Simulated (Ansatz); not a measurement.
## What In2S (model cell, started as cuprite) distorts into

Wanted: the energy along a soft mode of In2S (model cell, started as cuprite) and the structure at the end.

Method: DFT PBEsol, scalar-relativistic, plane waves, PAW, in Ansatz 0.2.0.

The structure was built from a prototype and need not be the compound's stable phase.

### Step 1. The structure

Symmetry: Pn-3m, No. 224, cubic system. Conventional cell: a = 6.290 Å, b = 6.290 Å, c = 6.290 Å, α = 90.00°, β = 90.00°, γ = 90.00°. S has 4 In at 2.72 Å nearest. Nearest to In lie 2 S at 2.72 Å. Farther neighbours and most contacts between anions are not listed.

As a file:

```cif
data_structure
_symmetry_space_group_name_H-M 'P 1'
_symmetry_Int_Tables_number 1
_cell_length_a 6.2898
_cell_length_b 6.2898
_cell_length_c 6.2898
_cell_angle_alpha 90.000
_cell_angle_beta 90.000
_cell_angle_gamma 90.000
_cell_volume 248.84
loop_
_atom_site_label
_atom_site_type_symbol
_atom_site_fract_x
_atom_site_fract_y
_atom_site_fract_z
_atom_site_occupancy
S1 S 0.00000 0.00000 0.00000 1
S2 S 0.50000 0.50000 0.50000 1
In3 In 0.25000 0.25000 0.25000 1
In4 In 0.75000 0.75000 0.25000 1
In5 In 0.75000 0.25000 0.75000 1
In6 In 0.25000 0.75000 0.75000 1
```

### Step 2. Phonons on a q mesh

The cell comes from relaxations at this level that are not shown. Stability and thermal properties need the whole zone. Linear response on a 2×2×2 q mesh gives force constants as far as a supercell of that size would.

Input file input.yaml:

```yaml
crystal:
  lattice:
    - [6.2898146533, 0.0, 0.0]
    - [0.0, 6.2898146533, 0.0]
    - [0.0, 0.0, 6.2898146533]
  atoms:
    - { symbol: S, position: [0.0, 0.0, 0.0] }
    - { symbol: S, position: [0.5, 0.5, 0.5] }
    - { symbol: In, position: [0.25, 0.25, 0.25] }
    - { symbol: In, position: [0.75, 0.75, 0.25] }
    - { symbol: In, position: [0.75, 0.25, 0.75] }
    - { symbol: In, position: [0.25, 0.75, 0.75] }
kpoints:
  mp_grid: { grid: [6, 6, 6] }
hamiltonian:
  xc: pbesol
scf:
  occupations: { method: methfessel_paxton, width: 0.2 }
output:
  eigenvalues: true
phonons:
  method: dfpt
  qmesh: [2, 2, 2]
  temperatures: { t_max: 1000, t_step: 50 }
  qpath:
    path:
      - [[0.0, 0.0, 0.0], [0.0, 0.5, 0.0], [0.5, 0.5, 0.0], [0.0, 0.0, 0.0], [0.5, 0.5, 0.5], [0.0, 0.5, 0.0]]
      - [[0.5, 0.5, 0.5], [0.5, 0.5, 0.0]]
    npoints: 10
```

Launch:

```
> ansatz run input.yaml --threads 8 --pin off --max-ram 14336MiB --backend cpu --events-out ev --progress --plain --runs-dir out
```

Numbers of over 12 decimals in the logs are rounded to 6 here.

The program printed:

```text
Warning: phonons: the dynamical matrix that this run interpolates holds no multipole term above the dipole-dipole one, and a site of this crystal is no centre of inversion, so its interpolated transverse optical and acoustic branches and sound speeds can stay off near Gamma, and the density of states and the thermodynamics with them. What a run solves at a wave vector of phonons.qpoints, Gamma apart, where the deck admits one, is free of this, and under fd what a larger phonons.supercell samples
Engine: ansatz 0.2.0, aarch64-unknown-linux-gnu
Pseudopotentials: kind: paw
Pseudopotential: S, paw, valence charge 6, recommended cutoff 420 eV (normal), S.paw.azcp
Pseudopotential: In, paw, valence charge 13, recommended cutoff 420 eV (normal), In.paw.azcp
Functional definition: PBEsol
  exchange = pbesol_x
  correlation = pbesol_c
Crystal: 6 atoms, lattice volume = 248.836 Å³
Basis set: ecut = 420 eV, 4945 PW (Γ), exchange–correlation on 96×96×96 points (8 copies of the dense FFT grid, shifted against one another)
Bands: 39, of which v1, the nominal top of the filled ones, is band 32 counted from 1 (31 counted from 0)
Symmetry: 48 space group operations
k-points: 20 of 216
Non-local potential: S, projectors of the file, l = 0: 2, l = 1: 2, l = 2: 2
Non-local potential: In, projectors of the file, l = 0: 2, l = 1: 2, l = 2: 2, l = 3: 2
PAW form: soft (Blöchl's): semilocal exchange-correlation on the pseudo side does not see the compensation charge
PAW frozen core: S, regenerated for the run's functional, and the local potential with it (the file was generated under x = pbe(κ = 0.804, μ = 0.219515), c = pbe(β = 0.066725))
PAW frozen core: In, regenerated for the run's functional, and the local potential with it (the file was generated under x = pbe(κ = 0.804, μ = 0.219515), c = pbe(β = 0.066725))
PAW one-centre angular grid: S, 110 points (default); XC on 64 Gauss nodes
PAW one-centre angular grid: In, 590 points (default); XC on 64 Gauss nodes
Initial density: superposition of atomic densities (neutral atoms: chi_scale 0, normalization atom), corrected by the library's trained network
Initial wavefunctions: pseudopotential atomic-orbital guess
Functional: x = pbesol(κ = 0.804, μ = 0.123457), c = pbesol(β = 0.046)
SCF iter   1: F=—  HF=-23868.576135 eV  |F-HF|=—  |Δ(HF+E_count)|=         —  Δρ=3.87e-3  dr2=8.05e-2  ethr=1.77e-3  ⟨swp⟩=7.0  Hψ=3030  notcnv=0
preconditioner: auto → LDOS  [metal: Δε(μ)=0.016 eV  Ē_g=12.517 eV  σ=0.200 eV  W_gap=0.07  n_scr=32 (ndim 8)  ℏωp=18.8 eV  f_vac=0.041  D(μ)=6.77/eV (n_scr^D=32)  β→1.0]
SCF iter   2: F=—  HF=-23868.569888 eV  |F-HF|=—  |Δ(HF+E_count)|=   6.25e-3  S|Δr|=    0.00e0  Δρ=1.65e-3  dr2=1.61e-2  ethr=1.26e-4  ⟨swp⟩=1.6  Hψ=1327  notcnv=0
SCF iter   3: F=—  HF=-23868.570606 eV  |F-HF|=—  |Δ(HF+E_count)|=   7.18e-4  S|Δr|=    0.00e0  Δρ=1.36e-3  dr2=4.56e-3  ethr=2.51e-5  ⟨swp⟩=2.0  Hψ=1394  notcnv=0
SCF iter   4: F=—  HF=-23868.568858 eV  |F-HF|=—  |Δ(HF+E_count)|=   1.75e-3  S|Δr|=    0.00e0  Δρ=2.88e-4  dr2=2.20e-4  ethr=7.12e-6  ⟨swp⟩=2.0  Hψ=1405  notcnv=0
SCF iter   5: F=—  HF=-23868.568821 eV  |F-HF|=—  |Δ(HF+E_count)|=   3.62e-5  S|Δr|=    0.00e0  Δρ=4.33e-5  dr2=1.12e-5  ethr=3.44e-7  ⟨swp⟩=2.8  Hψ=1485  notcnv=0
SCF iter   6: F=—  HF=-23868.568821 eV  |F-HF|=—  |Δ(HF+E_count)|=   7.67e-7  S|Δr|=    0.00e0  Δρ=6.98e-6  dr2=2.45e-7  ethr=1.75e-8  ⟨swp⟩=3.0  Hψ=1440  notcnv=0
SCF iter   7: F=—  HF=-23868.568783 eV  |F-HF|=—  |Δ(HF+E_count)|=   3.75e-5  S|Δr|=    0.00e0  Δρ=1.71e-6  dr2=8.40e-9  ethr=3.82e-10  ⟨swp⟩=3.0  Hψ=1576  notcnv=0
SCF iter   8: F=—  HF=-23868.568783 eV  |F-HF|=—  |Δ(HF+E_count)|=   6.54e-9  S|Δr|=    0.00e0  Δρ=2.61e-7  dr2=2.22e-10  ethr=1.31e-11  ⟨swp⟩=2.0  Hψ=1004  notcnv=0
SCF iter   9: F=-23868.568783 eV  HF=-23868.568783 eV  |F-HF|=7.28e-12  |Δ(HF+E_count)|=  2.18e-11  S|Δr|=    0.00e0  Δρ=3.52e-8  dr2=2.30e-12  ethr=1.00e-12  ⟨swp⟩=9.4  Hψ=4312  notcnv=0
SCF 1 converged in 9 iterations: F = -23868.568783 eV  dr2 = 2.30e-12
  greatest PAW one-centre occupation: 0.984 electrons in one spin orbital (limit 2), on the In atom at site 2 (counted from 0), in its partial waves of l = 2
Initial density: read from a saved state, or passed on in memory by an earlier SCF of this step, an earlier step, the calling program or the single point that the run made first
iter 1 solved again at ethr=3.52e-7 eV; its pass at ethr=3.10e-3 eV (dr2=2.25e-4 eV) is discarded
SCF iter   1: F=—  HF=-23868.568825 eV  |F-HF|=—  |Δ(HF+E_count)|=         —  Δρ=2.38e-7  dr2=6.81e-11  ethr=3.52e-7  ⟨swp⟩=3.3  Hψ=5353  notcnv=0
eigensolver tolerance schedule: the retry pair's looser diagonalisation over-reported the residual by 3306280.67 of it (diagonalisation noise at an unbounded share of the residual, at the tolerance the schedule requests for it); recorded, not acted on — ethr = c·dr2/N_el stays at c = 1.0e-1
preconditioner: auto → LDOS  [metal: Δε(μ)=0.027 eV  Ē_g=12.523 eV  σ=0.200 eV  W_gap=0.11  n_scr=32 (ndim 8)  ℏωp=18.8 eV  f_vac=0.043  D(μ)=7.22/eV (n_scr^D=56)  β→1.0]
SCF iter   2: F=—  HF=-23868.568783 eV  |F-HF|=—  |Δ(HF+E_count)|=   4.22e-5  S|Δr|=    0.00e0  Δρ=2.90e-7  dr2=9.39e-11  ethr=1.00e-12  ⟨swp⟩=3.6  Hψ=2163  notcnv=0
SCF iter   3: F=—  HF=-23868.568783 eV  |F-HF|=—  |Δ(HF+E_count)|=  4.37e-11  S|Δr|=    0.00e0  Δρ=1.09e-7  dr2=1.49e-11  ethr=1.00e-12  ⟨swp⟩=1.0  Hψ=780  notcnv=0
SCF iter   4: F=-23868.568783 eV  HF=-23868.568783 eV  |F-HF|=1.82e-11  |Δ(HF+E_count)|=  3.64e-12  S|Δr|=    0.00e0  Δρ=8.37e-8  dr2=9.20e-12  ethr=1.00e-12  ⟨swp⟩=4.7  Hψ=2033  notcnv=0
SCF 2 converged in 4 iterations: F = -23868.568783 eV  dr2 = 9.20e-12
  greatest PAW one-centre occupation: 0.984 electrons in one spin orbital (limit 2), on the In atom at site 5 (counted from 0), in its partial waves of l = 2
phonons: the bands overlap, so this run is a metal and interpolates without the dipole-dipole term. If the crystal is really an insulator or semiconductor, its LO-TO splitting is missing
NSCF: frozen V_eff on 20 k-points
NSCF: frozen V_eff on 68 k-points
DFPT response loops at q = (0, 0, 0) (fractional): preconditioner auto → Kerker (q_TF=auto, 2.176 Å⁻¹) (partly filled bands, converged f_vac=0.043); β = 1.00, the filter's whole step (`scf.mixing.beta` (0.50) is not read by the response loops under this deck's `scf.mixing.preconditioner`; to damp them name `kerker` or `kerker_dos`, under which they read `scf.mixing.beta`, and type it under 1.00, their step now; both keys bind the ground state too); Broyden in place of MSR1
NSCF: frozen V_eff on 224 k-points
DFPT response loops at q = (0, 0, -0.5) (fractional): mixed as the last ones told, above
NSCF: frozen V_eff on 224 k-points
DFPT response loops at q = (0, -0.5, -0.5) (fractional): mixed as the last ones told, above
NSCF: frozen V_eff on 136 k-points
DFPT response loops at q = (-0.5, -0.5, -0.5) (fractional): mixed as the last ones told, above
SCF converged after 9 iterations
Stability not checked: this state was not tested for a lower state beside it, because cold or Methfessel-Paxton smearing, or corrected tetrahedra, fill the levels in a way that the test cannot read (fill_not_monotonic; see scf.lower_state_search)
Free energy (F): -23868.568783 eV
Harris-Foulkes:  -23868.568783 eV  (|F-HF|=7.28e-12)
Internal energy: -23868.573701 eV  (E = F + TS)
E sigma→0 (E₀):  -23868.570013 eV
Entropy (-TS):   0.004918 eV (0.820 meV/atom)
Fermi energy:    3.603635 eV
--- Per-component energies (eV) ---
  E_band       = -449.305490
  E_kinetic    = 1168.221390
  E_local      = -6418.790562  (includes V_loc(G=0)·N_el)
  E_nonlocal   = 1528.015946
  E_hartree    = 2516.838724
  E_xc         = -1043.271658
  E_vxc        = -568.426196  (∫ρ·V_xc dr)
  E_paw        = -17486.535229  (= ΣΔE_a)
  E_vpaw       = -1192.003561  (= ΣTr[D̂ρ^β])
  E_aug_tail   = 0.000104  (compensation charges beyond the density's cutoff)
  E_ewald      = -4134.119924
  E_core_change = 1.067509  (= ΣΔE_core)
  E_smearing   = 0.004918  (= −TS)
  E_closure    = -0.000000  (closes the sum)
  Σ components = -23868.568783   (vs F -23868.568783, Δ=0.00e0)
--- Band table (eV; the first three rows and the last of 20) ---
  k-point 0: bands = [... 28 lower, 0.4412, 3.0961, 3.0961, 3.8620, 3.8620, 3.8620, 5.9360, 5.9360, ... 3 higher]
  k-point 1: bands = [... 28 lower, 0.8345, 3.2047, 3.3361, 3.6723, 3.7451, 3.7451, 5.5033, 5.9561, ... 3 higher]
  k-point 2: bands = [... 28 lower, 1.5638, 3.0920, 3.5268, 3.5578, 3.5578, 4.0473, 4.7415, 5.8280, ... 3 higher]
  k-point 19: bands = [... 28 lower, 1.2517, 3.5837, 3.5837, 3.5837, 3.9926, 3.9926, 3.9926, 6.4032, ... 3 higher]
--- Phonons (Γ-DFPT): 2 representative perturbations + reference (Σ response iterations 6) ---
  ASR residual: 3.612e-5 → 0.000e0 eV/Å²; symmetrization residual: 3.012e-6 eV/Å²
  ASR residual per site (eV/Å²): 8.40e-6 8.40e-6 3.61e-5 3.61e-5 3.61e-5 3.61e-5
  Γ frequencies (cm⁻¹): -220.14 -220.14 -220.14 -189.92 -189.92 -189.92 -89.23 -89.23 -89.23 -84.76 -84.76 0.00 0.00 0.00 47.89 47.89 47.89 128.01
--- Phonons (arbitrary-q DFPT): 4 irreducible q on the 2×2×2 mesh ---
  q = [0.0000, 0.0000, 0.0000] (star 1, of the zone-centre solve; hermiticity 1.28e-6, symmetrization 1.90e-12): -220.14 -220.14 -220.14 -189.92 -189.92 -189.92 -89.23 -89.23 -89.23 -84.76 -84.76 -0.00 -0.00 -0.00 47.89 47.89 47.89 128.01
  q = [0.0000, 0.0000, -0.5000] (star 3, 4 solved perturbations in 284 linear systems a pass and spin channel, the states on 112 of 216 k-point pairs; hermiticity 1.99e-6, symmetrization 3.81e-12): -228.86 -228.86 -182.47 -182.47 -91.38 -91.38 -84.79 -84.79 -62.30 -62.30 -33.64 -33.64 -28.05 -28.05 53.67 53.67 88.63 88.63
  q = [0.0000, -0.5000, -0.5000] (star 3, 4 solved perturbations in 284 linear systems a pass and spin channel, the states on 112 of 216 k-point pairs; hermiticity 1.16e-6, symmetrization 1.47e-12): -225.77 -225.77 -187.36 -187.36 -122.11 -122.11 -61.82 -61.82 -57.11 -57.11 -57.11 -57.11 -52.02 -52.02 50.37 50.37 92.62 92.62
  q = [-0.5000, -0.5000, -0.5000] (star 1, 2 solved perturbations in 108 linear systems a pass and spin channel, the states on 68 of 216 k-point pairs; hermiticity 3.17e-7, symmetrization 1.33e-11): -215.67 -215.67 -215.67 -157.62 -157.62 -157.62 -68.92 -68.92 -68.92 -47.70 -47.70 -29.58 -29.58 -29.58 57.53 57.53 57.53 136.68
  sum rule: each row above includes the acoustic sum rule's correction from the zone centre's row sums; it moved no ω² by more than (0.32 cm⁻¹)²
  mesh force constants: q→R imaginary residual 2.02e-17; ASR residual 3.612e-5 → 0.000e0 eV/Å²; symmetrization residual 1.776e-15 eV/Å²
  interpolated dispersion: 62 rows × 18 modes
  density of states and harmonic sums: on the 10×10×10 q-mesh, interpolated from the force constants of a 2×2×2 supercell (no non-analytic term)
  largest difference from the sums on the solved wave vectors: F 1.03e-1 eV, S 1.27e-4 and C_V 2.60e-5 eV/K
  zero-point energy: 0.017723 eV/cell   skipped modes (ω ≤ 0): 763, of them read as no rigid motion or as one in doubt: 760 (1.372e1 modes/cell left out, lowest -235.02 cm⁻¹)   left out of the sums: 7.62e-1 of the cell's modes: C_V's classical limit lies that fraction below 3 k_B per atom; for a crystal, a wire or a layer, F and S can be off by more, and a phonons.interpolated_qmesh denser along its periods is the remedy for the sampling
```

The job ended after 2.6 min (8 threads of Arm Neoverse V2, shared host; peak memory 3.1 GiB).

In the SCF lines HF is the Harris–Foulkes energy and dr2 the Hartree energy of the density residual, in eV; the loop may stop once dr2 is under the threshold and the program's other checks hold. Hψ counts applications of the Hamiltonian.

This step gave:

- volume per atom: 41.47 Å³
- gap on the k-mesh: 0 eV
- sum-rule residual before enforcement: 3.61e-5 eV/Å²
- lowest frequency on the path: -235.2 cm⁻¹
- point group: m-3m
- highest frequency on the path or at a solved wavevector: 136.7 cm⁻¹
- highest optical mode at the zone centre (no LO-TO term): 128.0 cm⁻¹
- lowest optical zone-centre mode: -220.1 cm⁻¹
- lowest mode on the q mesh (acoustic modes at Γ apart): -228.9 cm⁻¹

Frequencies (cm⁻¹) solved at each irreducible wavevector; negative means imaginary. Frequencies by wavevector, by row:

```
q in reciprocal lattice units  star  mode 1  mode 2  mode 3  mode 4  mode 16  mode 17  mode 18
                        0 0 0     1  -220.1  -220.1  -220.1  -189.9     47.9     47.9      128
                     0 0 -0.5     3  -228.9  -228.9  -182.5  -182.5     53.7     88.6     88.6
                  0 -0.5 -0.5     3  -225.8  -225.8  -187.4  -187.4     50.4     92.6     92.6
               -0.5 -0.5 -0.5     1  -215.7  -215.7  -215.7  -157.6     57.5     57.5    136.7
```

Interpolated from a 2×2×2 q mesh. The phonon branches at the labelled points (cm⁻¹):

```
    point  branch 1  branch 2  branch 3  branch 4  branch 15  branch 16  branch 17  branch 18
        Γ      -220      -220      -220      -190         48         48         48        128
  halfway      -230      -230      -205      -183         49         49         56        117
        X      -229      -229      -182      -182         54         54         89         89
  halfway      -229      -229      -183      -183         51         51         92         92
        M      -226      -226      -187      -187         50         50         93         93
  halfway      -235      -217      -214      -150         46         51         68        110
        Γ      -220      -220      -220      -190         48         48         48        128
  halfway      -226      -220      -220      -138         47         47         72        112
        R      -216      -216      -216      -158         58         58         58        137
  halfway      -227      -224      -203      -161         51         53         70        115
        X      -229      -229      -182      -182         54         54         89         89
jump to R      -216      -216      -216      -158         58         58         58        137
  halfway      -222      -222      -209      -164         54         54         57        124
        M      -226      -226      -187      -187         50         50         93         93
```

Symmetry leaves 4 wavevectors to solve. The lowest mode among them, the acoustic zeros apart, lies at q = (0, 0, -0.5) and is imaginary, 228.9i cm⁻¹, so the energy falls along it. Between them the interpolated path dips to 235i cm⁻¹.

### Step 3. The mode frozen in, largest atomic shift 0 Å

The mode followed lies at q = (0, -0.5, -0.5) with frequency 225.8i cm⁻¹ and is 2-fold degenerate, one of the unstable modes though not the softest. At small amplitude the distorted cell has space group no. 49 by a symmetry search on the positions. The undistorted cell that holds it gives the zero of energy on the same k mesh.

System of this step: In2S (model cell, started as cuprite). It takes space group Pn-3m (No. 224, cubic). Conventional cell: a = 6.290 Å, b = 6.290 Å, c = 6.290 Å, α = 90.00°, β = 90.00°, γ = 90.00°. Nearest to S lie 4 In at 2.72 Å. In has 2 S at 2.72 Å nearest. Farther neighbours and most contacts between anions are not listed.

Input file input.yaml:

```yaml
crystal:
  lattice:
    - [-6.2898146533, 0.0, 0.0]
    - [0.0, -6.2898146533, -6.2898146533]
    - [0.0, -6.2898146533, 6.2898146533]
  atoms:
    - { symbol: S, position: [0.0, 0.0, 0.0] }
    - { symbol: S, position: [0.0, 0.5, 0.5] }
    - { symbol: S, position: [0.5, 0.0, 0.5] }
    - { symbol: S, position: [0.5, 0.5, 0.0] }
    - { symbol: In, position: [0.75, 0.25, 0.5] }
    - { symbol: In, position: [0.75, 0.75, 0.0] }
    - { symbol: In, position: [0.25, 1.0, 0.25] }
    - { symbol: In, position: [0.25, 0.5, 0.75] }
    - { symbol: In, position: [0.25, 1.0, 0.75] }
    - { symbol: In, position: [0.25, 0.5, 0.25] }
    - { symbol: In, position: [0.75, 0.75, 0.5] }
    - { symbol: In, position: [0.75, 0.25, 0.0] }
kpoints:
  mp_grid: { grid: [6, 4, 4] }
hamiltonian:
  xc: pbesol
scf:
  occupations: { method: methfessel_paxton, width: 0.2 }
output:
  forces: true
  stress: true
  eigenvalues: true
```

The program printed:

```text
[...]
Crystal: 12 atoms, lattice volume = 497.672 Å³
Basis set: ecut = 420 eV, 9757 PW (Γ), exchange–correlation on 90×120×120 points (8 copies of the dense FFT grid, shifted against one another)
Bands: 77, of which v1, the nominal top of the filled ones, is band 64 counted from 1 (63 counted from 0)
Symmetry: 32 space group operations
[...]
k-points: 24 of 96
[...]
k-point 0: bands = [... 60 lower, 3.0969, 3.2470, 3.2470, 3.8673, 3.8678, 3.8678, 4.6221, 4.6221, ... 9 higher]
  k-point 1: bands = [... 60 lower, 3.3186, 3.3201, 3.3285, 3.6196, 3.7241, 3.7580, 4.4235, 4.5306, ... 9 higher]
  k-point 2: bands = [... 60 lower, 3.4580, 3.4580, 3.5121, 3.5121, 3.8207, 3.8207, 3.8987, 3.8987, ... 9 higher]
  k-point 23: bands = [... 60 lower, 3.2471, 3.2471, 3.2471, 3.2471, 4.6223, 4.6223, 4.6223, 4.6223, ... 9 higher]
[key lines of the parts left out:]
SCF converged after 7 iterations
Free energy (F): -47737.143547 eV
Fermi energy:    3.613903 eV
P = ⅓ Tr σ = 0.0333 GPa (0.333 kbar)
```

Run time: 7.2 s. Hardware: 8 threads; peak memory 2.2 GiB.

This step gave:

```
pressure                         : 0.03335 GPa
energy from the undistorted cell : 0 meV/atom
```

The run ends at a pressure of 0.03 GPa.

(Part 1 of 3 ends here.)

[Logs are printed without paths, hosts, clocks, repeated set-up lines and the standing remarks that a program may print on its own settings, such as how far it seeks lower states.]

[Hosts, paths, dates, database ids (printed as entryN), source tags and the programs' standing remarks are cut or masked in the printed files.]
